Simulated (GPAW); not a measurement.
K3ClO (Pm), K K edge of atom 1, with 1 O at 2.57 Å and 1 O at 2.59 Å (linear, site symmetry m). Method: GPAW, LDA, full core hole (charged cell), 10-atom cell with 7.2 Å between holes, 3×3×3 k points, dipole transitions, Gaussian full width 0.9 eV up to 4 eV, rising linearly to 3.5 eV at 25 eV.

```xyz
5
Lattice="5.1439 0.0000 0.0000 0.0000 5.1368 0.0000 -0.0410 0.0000 5.1465" Properties=species:S:1:pos:R:3 pbc="T T T"
K     2.6531    0.0000    0.1495
K    -0.0244    2.5684    4.9870
K     0.1899    0.0000    2.5744
Cl    2.5431    2.5684    2.5815
O     0.0722    0.0000    0.0006
```

Energy from the lowest empty level; a common scale on which the isotropic spectrum has a mean of 1 over the first 20 eV.

```csv
E (eV),curve 1,curve 2,curve 3
-2.00,0.00,0.00,0.00
-1.25,0.00,0.00,0.00
-0.50,0.00,0.00,0.00
0.25,0.02,0.02,0.01
1.00,0.15,0.15,0.02
1.75,0.62,0.63,0.04
2.50,1.07,1.08,0.17
3.25,1.88,1.94,0.27
4.00,2.33,2.26,0.52
4.75,1.62,1.66,0.96
5.50,0.89,0.94,1.44
6.25,0.70,0.69,1.00
7.00,0.41,0.41,0.58
7.75,0.49,0.48,0.46
8.50,0.90,0.84,0.41
9.25,0.97,0.93,0.24
10.00,0.85,0.87,0.33
10.75,0.88,0.90,0.78
11.50,0.82,0.82,1.52
12.25,0.92,0.91,2.18
13.00,1.26,1.24,2.54
13.75,1.58,1.57,2.54
14.50,1.66,1.65,2.13
15.25,1.48,1.46,1.63
16.00,1.26,1.23,1.30
16.75,1.08,1.07,1.10
17.50,0.94,0.96,0.98
18.25,0.83,0.89,0.90
19.00,0.78,0.84,0.86
19.75,0.77,0.82,0.86
20.50,0.78,0.81,0.89
21.25,0.77,0.79,0.90
22.00,0.77,0.79,0.85
22.75,0.82,0.84,0.75
23.50,0.96,0.95,0.68
24.25,1.11,1.06,0.66
25.00,1.20,1.12,0.69
25.75,1.23,1.14,0.74
26.50,1.24,1.16,0.82
27.25,1.24,1.18,0.91
28.00,1.23,1.20,1.00
28.75,1.18,1.19,1.05
29.50,1.08,1.13,1.05
30.25,0.97,1.04,1.00
31.00,0.87,0.95,0.91
```

**Question.** The curves are for the electric vector along different Cartesian axes of the cell as given, averaged over the symmetry-equivalent atoms. Which is which?

Curve 1: along y, main maxima 3.8 eV (2.40), 14.3 eV (1.67) and 27.4 eV (1.24). Curve 2: along z, main maxima 3.7 eV (2.37), 14.3 eV (1.66) and 28.2 eV (1.21). Curve 3: along x, main maxima 5.4 eV (1.45), 13.4 eV (2.59) and 29.1 eV (1.06). A K edge sees empty p states on the absorber. Each direction probes the empty orbitals that point along it. The crystal has 3 inequivalent K sites and not all are shown here, while a measurement adds them all. The mesh is coarse (0.41 Å⁻¹ between points), so small maxima may be mesh ripples.

[Banner, clock and machine lines of the logs are left out without a mark of their own.]

[Logs are printed without paths, hosts, clocks, repeated set-up lines and the standing remarks that a program may print on its own settings, such as how far it seeks lower states.]

[Hosts, paths, dates, database ids (printed as entryN), source tags and the programs' standing remarks are cut or masked in the printed files.]

[Lists of maxima count a maximum above −3 eV only where it reaches 4 % of the highest in the window and stands out from its surroundings by 2 % of it (1.5 % where it reaches 55 %); shoulders and weaker maxima are passed over, and of the rest the first, up to two pre-edge ones and the few strongest are named.]
